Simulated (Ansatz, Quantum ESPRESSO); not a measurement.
# Co(0001) under a row of overlayers, part 6 of 7

Which overlayers raise and which lower the work function of Co(0001), and does electronegativity predict it?

Quantum ESPRESSO 7.5; plane-wave DFT, PBE, GBRV ultrasoft pseudopotentials; geometry by Ansatz 0.2.0 with PAW datasets.

So far. Step 9 (Projections on atomic orbitals, Mg overlayer): The atomic orbitals miss 0.4 % of the occupied states; for empty states the projections can miss much more. Step 10 (Relaxation with Ansatz, Al overlayer): The relaxation lowers the energy by 7 meV an atom. Held were the atoms numbered 1 and 2; the forces quoted are those on the free ones.

## Step 11: Self-consistent run, Al overlayer

Level of this step: plane-wave DFT, PBE, GBRV ultrasoft pseudopotentials (Quantum ESPRESSO 7.5).

Contents of Al.esm.in:

```
&control
  prefix = 'Al.esm'
  outdir = './out'
  pseudo_dir = './pseudo'
  calculation = 'scf'
  tprnfor = .true.
/
&system
  ibrav = 0
  nat = 5
  ntyp = 2
  ecutwfc = 40
  ecutrho = 200
  occupations = 'smearing'
  smearing = 'mv'
  degauss = 0.02
  assume_isolated = 'esm'
  esm_bc = 'bc1'
  nspin = 2
  starting_magnetization(1) = 0.28
/
&electrons
  conv_thr = 1e-07
  mixing_beta = 0.4
  electron_maxstep = 120
  mixing_mode = 'local-TF'
/
ATOMIC_SPECIES
  Co  58.9332  co_pbe_v1.2.uspp.F.UPF
  Al  26.9815  al_pbe_v1.uspp.F.UPF
CELL_PARAMETERS angstrom
  2.51000000000061 0.00000000000000 0.00000000000000
  1.25500000000031 2.17372376349947 0.00000000000000
  0.00000000000000 0.00000000000000 25.10683000000000
ATOMIC_POSITIONS crystal
  Co  0.666666666667 0.666666666667 -0.162393575832
  Co  -0.000000000000 -0.000000000000 -0.081315638032
  Co  0.666666666667 0.666666666667 -0.000432746205
  Co  -0.000000000000 -0.000000000000 0.078472929028
  Al  0.333333333333 0.333333333333 0.162393575832
K_POINTS automatic
  12 12 1 0 0 0
```

On the command line:

```
> OMP_NUM_THREADS=1 mpirun -n 4 pw.x -nk 4 -in Al.esm.in > Al.esm.out
```

The log of the run:

```text
[banner, memory and clock lines left out]
Program PWSCF v.7.5 starts

          URL

     Message from routine setup:
     using ibrav=0 with symmetry is DISCOURAGED, use correct ibrav instead

     G-vector sticks info

     bravais-lattice index     =            0
     lattice parameter (alat)  =       4.7432  a.u.
     unit-cell volume          =     924.4141 (a.u.)^3
     number of atoms/cell      =            5
     number of atomic types    =            2
     number of electrons       =        71.00
     number of Kohn-Sham states=           43
     kinetic-energy cutoff     =      40.0000  Ry
     charge density cutoff     =     200.0000  Ry
     scf convergence threshold =      1.0E-07
     mixing beta               =       0.4000
     number of iterations used =            8  local-TF  mixing
     Exchange-correlation= SLA  PW   PBE  PBE
                           (   1   4   3   4   0   0   0)

     Effective Screening Medium Method
     Boundary Conditions: Vacuum-Slab-Vacuum
     total charge in unit cell        =   0.0000
     grid points for fit at edges     =        4

     celldm(1)=   4.743213  celldm(2)=   0.000000  celldm(3)=   0.000000
     celldm(4)=   0.000000  celldm(5)=   0.000000  celldm(6)=   0.000000

     crystal axes: (cart. coord. in units of alat)
               a(1) = (   1.000000   0.000000   0.000000 )
               a(2) = (   0.500000   0.866025   0.000000 )
               a(3) = (   0.000000   0.000000  10.002721 )

     reciprocal axes: (cart. coord. in units 2 pi/alat)
               b(1) = (  1.000000 -0.577350  0.000000 )
               b(2) = (  0.000000  1.154701  0.000000 )
               b(3) = (  0.000000  0.000000  0.099973 )

     PseudoPot. # 1 for Co read from file:
     ./pseudo/co_pbe_v1.2.uspp.F.UPF
     Pseudo is Ultrasoft + core correction, Zval = 17.0
     Generated by new atomic code, or converted to UPF format
     Using radial grid of  863 points,  6 beta functions with:
                l(1) =   0
                l(2) =   0
                l(3) =   1
                l(4) =   1
                l(5) =   2
                l(6) =   2
     Q(r) pseudized with  8 coefficients,  rinner =    1.200   1.200   1.200
                                                       1.200   1.200

     PseudoPot. # 2 for Al read from file:
     ./pseudo/al_pbe_v1.uspp.F.UPF
     Pseudo is Ultrasoft + core correction, Zval =  3.0
     Generated by new atomic code, or converted to UPF format
     Using radial grid of  893 points,  3 beta functions with:
                l(1) =   0
                l(2) =   1
                l(3) =   2
     Q(r) pseudized with  8 coefficients,  rinner =    0.900   0.900   0.900
                                                       0.900   0.900

     atomic species   valence    mass     pseudopotential
     Co               17.00    58.93320     Co( 1.00)
     Al                3.00    26.98150     Al( 1.00)

     Starting magnetic structure
     atomic species   magnetization
     Co              0.280
     Al              0.000

      6 Sym. Ops. (no inversion) found

   Cartesian axes

     site n.     atom                  positions (alat units)
         1        Co     tau(   1) = (   1.0000000   0.5773503  -1.6243777  )
         2        Co     tau(   2) = (  -0.0000000  -0.0000000  -0.8133776  )
         3        Co     tau(   3) = (   1.0000000   0.5773503  -0.0043286  )
         4        Co     tau(   4) = (   0.0000000   0.0000000   0.7849428  )
         5        Al     tau(   5) = (   0.5000000   0.2886751   1.6243777  )

     number of k points=    19  Marzari-Vanderbilt smearing, width (Ry)=  0.0200
                       cart. coord. in units 2pi/alat
        k(    1) = (   0.0000000   0.0000000   0.0000000), wk =   0.0069444
        k(    2) = (   0.0000000   0.0962250   0.0000000), wk =   0.0416667
        k(    3) = (   0.0000000   0.1924501   0.0000000), wk =   0.0416667
        k(    4) = (   0.0000000   0.2886751   0.0000000), wk =   0.0416667
        k(    5) = (   0.0000000   0.3849002   0.0000000), wk =   0.0416667
        k(    6) = (   0.0000000   0.4811252   0.0000000), wk =   0.0416667
        k(    7) = (   0.0000000  -0.5773503   0.0000000), wk =   0.0208333
        k(    8) = (   0.0833333   0.1443376   0.0000000), wk =   0.0416667
        k(    9) = (   0.0833333   0.2405626   0.0000000), wk =   0.0833333
        k(   10) = (   0.0833333   0.3367877   0.0000000), wk =   0.0833333
        k(   11) = (   0.0833333   0.4330127   0.0000000), wk =   0.0833333
        k(   12) = (   0.0833333  -0.6254628   0.0000000), wk =   0.0833333
        k(   13) = (   0.1666667   0.2886751   0.0000000), wk =   0.0416667
        k(   14) = (   0.1666667   0.3849002   0.0000000), wk =   0.0833333
        k(   15) = (   0.1666667  -0.6735753   0.0000000), wk =   0.0833333
        k(   16) = (   0.1666667  -0.5773503   0.0000000), wk =   0.0416667
        k(   17) = (   0.2500000  -0.7216878   0.0000000), wk =   0.0416667
        k(   18) = (   0.2500000  -0.6254628   0.0000000), wk =   0.0833333
        k(   19) = (   0.3333333  -0.5773503   0.0000000), wk =   0.0138889

     Dense  grid:    44337 G-vectors     FFT dimensions: (  24,  24, 216)

     Smooth grid:    31763 G-vectors     FFT dimensions: (  20,  20, 192)

     Check: negative core charge=   -0.000024
     Generating pointlists ...
     new r_m :   0.4034 (alat units)  1.9133 (a.u.) for type    1
     new r_m :   0.4125 (alat units)  1.9566 (a.u.) for type    2

     Initial potential from superposition of free atoms

     starting charge      66.9975, renormalised to      71.0000

     negative rho (up, down):  6.778E-05 4.872E-05
     Starting wfcs are   56 randomized atomic wfcs

     per-process dynamical memory:    73.2 Mb

     Self-consistent Calculation

     iteration #  1     ecut=    40.00 Ry     beta= 0.40
     Davidson diagonalization with overlap
     c_bands:  1 eigenvalues not converged
     c_bands:  2 eigenvalues not converged
     c_bands:  4 eigenvalues not converged
     c_bands:  2 eigenvalues not converged
     c_bands:  5 eigenvalues not converged
     c_bands:  3 eigenvalues not converged
     ethr =  1.00E-02,  avg # of iterations = 17.3

     negative rho (up, down):  9.060E-02 5.543E-02

     total energy              =   -1173.44200164 Ry
     estimated scf accuracy    <     522.72199660 Ry

     total magnetization       =     3.74 Bohr mag/cell
     absolute magnetization    =     5.27 Bohr mag/cell

     iteration #  2     ecut=    40.00 Ry     beta= 0.40
[...]
-4.0980  -3.5891  -3.4914  -3.4009  -3.3863  -3.3356  -3.2310  -2.9898
    -2.5151  -0.7865   0.9404

          k = 0.0000-0.5774 0.0000 (  3980 PWs)   bands (ev):

   -98.5762 -98.4530 -98.3921 -98.2780 -62.0472 -62.0041 -61.8987 -61.8948
   -61.8552 -61.7904 -61.7727 -61.7427 -61.6907 -61.6862 -61.6134 -61.5695
    -9.0734  -8.6794  -8.3412  -8.1232  -7.8893  -7.4661  -7.0834  -7.0301
    -6.7314  -5.5955  -5.4928  -5.1770  -4.9576  -4.9346  -4.2298  -4.1482
    -3.5602  -3.4823  -3.3906  -3.2890  -3.2879  -3.2146  -3.1006  -2.5165
    -1.9468  -0.8215  -0.0400

          k = 0.0833 0.1443 0.0000 (  3945 PWs)   bands (ev):

   -98.6055 -98.4813 -98.4187 -98.3044 -62.0317 -61.8720 -61.8324 -61.8066
   -61.7496 -61.7198 -61.6959 -61.6720 -61.6425 -61.6056 -61.5558 -61.5249
   -14.6730 -12.3085 -11.0070  -9.5127  -8.4847  -7.0678  -6.3461  -6.0402
    -5.9729  -5.7868  -5.5799  -5.5062  -5.3101  -5.2656  -5.2361  -5.0533
    -4.9851  -4.8585  -4.6411  -4.5116  -4.1357  -3.9959  -3.7338  -3.4631
    -3.2562  -2.2756  -1.0558

          k = 0.0833 0.2406 0.0000 (  3923 PWs)   bands (ev):

   -98.5976 -98.4737 -98.4116 -98.2974 -62.0184 -61.9043 -61.8485 -61.8209
   -61.7785 -61.7500 -61.7112 -61.7024 -61.6578 -61.6143 -61.5941 -61.5392
   -13.8335 -11.4426 -10.2142  -8.7974  -7.9038  -6.9542  -6.6923  -6.3303
    -6.2031  -5.9943  -5.7950  -5.6019  -5.3511  -5.1264  -5.1079  -4.9387
    -4.7032  -4.6055  -4.5227  -4.2906  -4.0724  -3.8472  -3.6909  -3.4273
    -2.7355  -1.2958  -0.1023

          k = 0.0833 0.3368 0.0000 (  3948 PWs)   bands (ev):

   -98.5886 -98.4649 -98.4034 -98.2892 -62.0062 -61.9575 -61.8637 -61.8363
   -61.8215 -61.7805 -61.7283 -61.7223 -61.6762 -61.6515 -61.6056 -61.5556
   -12.6111 -10.2968  -9.2615  -8.1065  -7.5037  -7.0547  -6.8107  -6.5690
    -6.4577  -5.9346  -5.8320  -5.5557  -5.4345  -5.2255  -4.9328  -4.8275
    -4.4303  -4.2652  -4.0997  -3.8725  -3.7432  -3.6052  -3.4585  -3.3368
    -2.0423  -0.2564   0.5034

          k = 0.0833 0.4330 0.0000 (  3954 PWs)   bands (ev):

   -98.5807 -98.4574 -98.3962 -98.2821 -62.0133 -61.9941 -61.8848 -61.8627
   -61.8527 -61.7894 -61.7503 -61.7392 -61.6914 -61.6768 -61.6099 -61.5698
   -11.0688  -9.1664  -8.5528  -7.9120  -7.5860  -7.1923  -6.8339  -6.7518
    -6.3922  -5.7774  -5.5606  -5.4821  -5.3265  -5.0596  -4.9031  -4.4245
    -4.2264  -3.9025  -3.7133  -3.5488  -3.4505  -3.1961  -3.0878  -2.7862
    -2.1584  -0.8852   1.0857

          k = 0.0833-0.6255 0.0000 (  3965 PWs)   bands (ev):

   -98.5762 -98.4530 -98.3921 -98.2780 -62.0383 -62.0001 -61.8951 -61.8875
   -61.8640 -61.7877 -61.7699 -61.7496 -61.6965 -61.6873 -61.6123 -61.5779
    -9.4157  -8.5564  -8.2776  -7.9450  -7.7612  -7.3392  -6.9672  -6.8790
    -6.6922  -5.6997  -5.5492  -5.3979  -5.1202  -4.8928  -4.4820  -4.1758
    -4.0849  -3.6013  -3.5327  -3.4795  -3.3454  -3.2676  -2.5075  -2.3148
    -1.6990  -0.4497   0.4508

          k = 0.1667 0.2887 0.0000 (  3957 PWs)   bands (ev):

   -98.5898 -98.4661 -98.4045 -98.2903 -62.0069 -61.9435 -61.8656 -61.8339
   -61.8086 -61.7793 -61.7265 -61.7190 -61.6825 -61.6403 -61.6044 -61.5596
   -12.8100 -10.4552  -9.3628  -8.1082  -7.3930  -6.9880  -6.7617  -6.6770
    -6.4146  -6.1453  -5.8932  -5.7254  -5.4249  -5.1759  -5.0478  -4.8884
    -4.5300  -4.3712  -4.1151  -3.8479  -3.7271  -3.6303  -3.4651  -3.3154
    -2.0942  -0.3123   0.9590

          k = 0.1667 0.3849 0.0000 (  3954 PWs)   bands (ev):

   -98.5819 -98.4585 -98.3973 -98.2832 -62.0015 -61.9798 -61.8885 -61.8516
   -61.8406 -61.7941 -61.7475 -61.7338 -61.7071 -61.6652 -61.6087 -61.5813
   -11.4343  -9.3127  -8.5295  -7.7451  -7.2526  -6.9539  -6.8486  -6.6635
    -6.5503  -6.0192  -5.9368  -5.7164  -5.5335  -5.3019  -4.9968  -4.6665
    -4.4134  -4.1870  -3.7608  -3.5282  -3.4612  -3.1256  -2.9290  -2.6125
    -1.3139  -0.6574   0.8309

          k = 0.1667-0.6736 0.0000 (  3951 PWs)   bands (ev):

   -98.5762 -98.4530 -98.3921 -98.2780 -62.0171 -61.9913 -61.9012 -61.8720
   -61.8657 -61.7938 -61.7676 -61.7503 -61.7194 -61.6799 -61.6115 -61.5975
    -9.8142  -8.4129  -8.0660  -7.7012  -7.4625  -7.0940  -6.8574  -6.7318
    -6.4148  -5.9967  -5.8092  -5.6935  -5.3956  -5.1880  -4.9389  -4.3981
    -4.2158  -3.8826  -3.7122  -3.5291  -3.3019  -2.9383  -2.2576  -1.9933
    -1.3272   0.0941   1.1907

          k = 0.1667-0.5774 0.0000 (  3948 PWs)   bands (ev):

   -98.5741 -98.4510 -98.3902 -98.2761 -62.0267 -61.9931 -61.9035 -61.8811
   -61.8751 -61.7892 -61.7792 -61.7575 -61.7224 -61.6848 -61.6121 -61.6038
    -8.5490  -8.2308  -7.9098  -7.7396  -7.5758  -7.1970  -7.0542  -6.8692
    -6.5469  -5.9833  -5.8160  -5.6579  -5.3682  -4.9732  -4.8232  -4.2825
    -4.2586  -3.6918  -3.6261  -3.6116  -3.4485  -3.3252  -1.3978  -1.0453
    -0.4641   0.0384   0.4210

          k = 0.2500-0.7217 0.0000 (  3949 PWs)   bands (ev):

   -98.5762 -98.4530 -98.3921 -98.2780 -62.0042 -61.9848 -61.9155 -61.8644
   -61.8517 -61.8078 -61.7643 -61.7442 -61.7354 -61.6737 -61.6157 -61.6062
    -9.9634  -8.3340  -7.9217  -7.6001  -7.1756  -7.0732  -6.8367  -6.5660
    -6.4063  -6.0558  -6.0126  -5.8637  -5.7074  -5.3077  -5.0416  -4.5180
    -4.3140  -4.0208  -3.7579  -3.4941  -3.2824  -2.3593  -2.1511  -1.8817
    -1.2069  -0.1504   0.7151

          k = 0.2500-0.6255 0.0000 (  3959 PWs)   bands (ev):

   -98.5728 -98.4498 -98.3891 -98.2750 -62.0041 -61.9844 -61.9352 -61.8686
   -61.8566 -61.8187 -61.7794 -61.7527 -61.7431 -61.6791 -61.6319 -61.6111
    -8.4174  -7.7749  -7.6065  -7.4296  -7.3114  -7.0982  -6.9441  -6.7431
    -6.4643  -6.2000  -5.9987  -5.9529  -5.4926  -5.4099  -4.8780  -4.4672
    -4.2004  -3.8346  -3.7815  -3.6191  -3.3905  -3.2644  -1.0578  -0.4900
    -0.3973   0.4349   1.2678

          k = 0.3333-0.5774 0.0000 (  3969 PWs)   bands (ev):

   -98.5716 -98.4486 -98.3880 -98.2739 -61.9806 -61.9802 -61.9679 -61.8535
   -61.8456 -61.8441 -61.7930 -61.7550 -61.7427 -61.6767 -61.6498 -61.6117
    -7.4339  -7.4127  -7.3622  -7.2619  -7.2280  -7.1471  -7.1231  -7.0106
    -6.7224  -6.1360  -6.1289  -5.9403  -5.6220  -5.4658  -4.8246  -4.4960
    -4.2624  -3.8412  -3.7517  -3.5536  -3.5378  -3.4834  -1.5161   0.8057
     1.2044   1.3787   1.4521

     the Fermi energy is    -4.5633 ev

!    total energy              =   -1200.57999432 Ry
     estimated scf accuracy    <       0.00000002 Ry
     smearing contrib. (-TS)   =       0.00219095 Ry
     internal energy E=F+TS    =   -1200.58218527 Ry

     The total energy is F=E-TS. E is the sum of the following terms:
     one-electron contribution =   16727.94302807 Ry
     hartree contribution      =   -8377.46793075 Ry
     xc contribution           =    -135.00524042 Ry
     ewald contribution        =   -9416.05204217 Ry

     total magnetization       =     6.82 Bohr mag/cell
     absolute magnetization    =     7.51 Bohr mag/cell

     convergence has been achieved in  40 iterations

     negative rho (up, down):  5.056E-05 4.142E-05

     Forces acting on atoms (cartesian axes, Ry/au):

     atom    1 type  1   force =     0.00000000    0.00000000    0.01867581
     atom    2 type  1   force =     0.00000000    0.00000000   -0.02102437
     atom    3 type  1   force =     0.00000000    0.00000000    0.00310654
     atom    4 type  1   force =     0.00000000    0.00000000   -0.00306842
     atom    5 type  2   force =    -0.00000000   -0.00000000    0.00161551

     Total force =     0.028504     Total SCF correction =     0.001379

     XML data file, charge density, pseudopotentials, collected wavefunctions

                                        0.00s GPU  (    2571 calls)

Note: The following floating-point exceptions are signalling: IEEE_DIVIDE_BY_ZERO IEEE_UNDERFLOW_FLAG
Note: The following floating-point exceptions are signalling: IEEE_DIVIDE_BY_ZERO IEEE_UNDERFLOW_FLAG
Note: The following floating-point exceptions are signalling: IEEE_DIVIDE_BY_ZERO IEEE_UNDERFLOW_FLAG
Note: The following floating-point exceptions are signalling: IEEE_DIVIDE_BY_ZERO IEEE_UNDERFLOW_FLAG
```

Run time: 2.1 min. Hardware: 4 MPI ranks of Arm Neoverse V1, shared host; peak memory 0.57 GiB.

Numbers from this step:

```
free energy                                                    : -16334.7230 eV
Fermi energy                                                   : -4.563 eV
magnetization                                                  : 6.82 μB
absolute magnetization                                         : 7.51 μB
site moments                                                   : 1.906, 1.823, 1.800, 1.526, 0.0179 μB
vacuum line at the lower end of the cell, over the Fermi level : 5.016 eV
vacuum line at the upper end of the cell, over the Fermi level : 4.111 eV
```

Electrostatic potential energy of an electron; zero at the Fermi level. Table of potential energy, planar mean by z:

```tsv
z (Å)	potential energy, planar mean (eV)
-12.5	5.02
-12.0	5.02
-11.5	5.02
-11.0	5.02
-10.5	5.02
-10.0	5.02
-9.5	5.02
-9.0	5.02
-8.5	5.01
-8.0	5.01
-7.5	5.01
-7.0	4.98
-6.5	4.90
-6.0	4.62
-5.5	3.66
-5.0	0.299
-4.5	-13.3
-4.0	-25.7
-3.5	-7.00
-3.0	-0.815
-2.5	-12.0
-2.0	-26.3
-1.5	-8.48
-1.0	-0.836
-0.5	-10.5
0.0	-26.7
0.5	-9.66
1.0	-1.18
1.5	-11.3
2.0	-26.4
2.5	-9.28
3.0	-1.62
3.5	-8.54
4.0	-18.5
4.5	-12.5
5.0	-1.90
5.5	2.32
6.0	3.62
6.5	3.98
7.0	4.07
7.5	4.10
8.0	4.11
8.5	4.11
9.0	4.11
9.5	4.11
10.0	4.11
10.5	4.11
11.0	4.11
11.5	4.11
12.0	4.11
```

The covered face stands at 4.11 eV against 4.97 eV when clean.

Inside the slab this potential holds the local part of the pseudopotentials, which can be repulsive at the nuclei; only its value in the vacuum has a meaning of its own.

(Continued in part 7 of 7.)

[Logs are printed without paths, hosts, clocks, repeated set-up lines and the standing remarks that a program may print on its own settings, such as how far it seeks lower states.]

[Hosts, paths, dates, database ids (printed as entryN), source tags and the programs' standing remarks are cut or masked in the printed files.]

[Maps of the electrostatic potential energy from Ansatz leave out the sawtooth potential of an applied field or a dipole correction, so their vacuum need not be flat; planar profiles and work functions include it.]
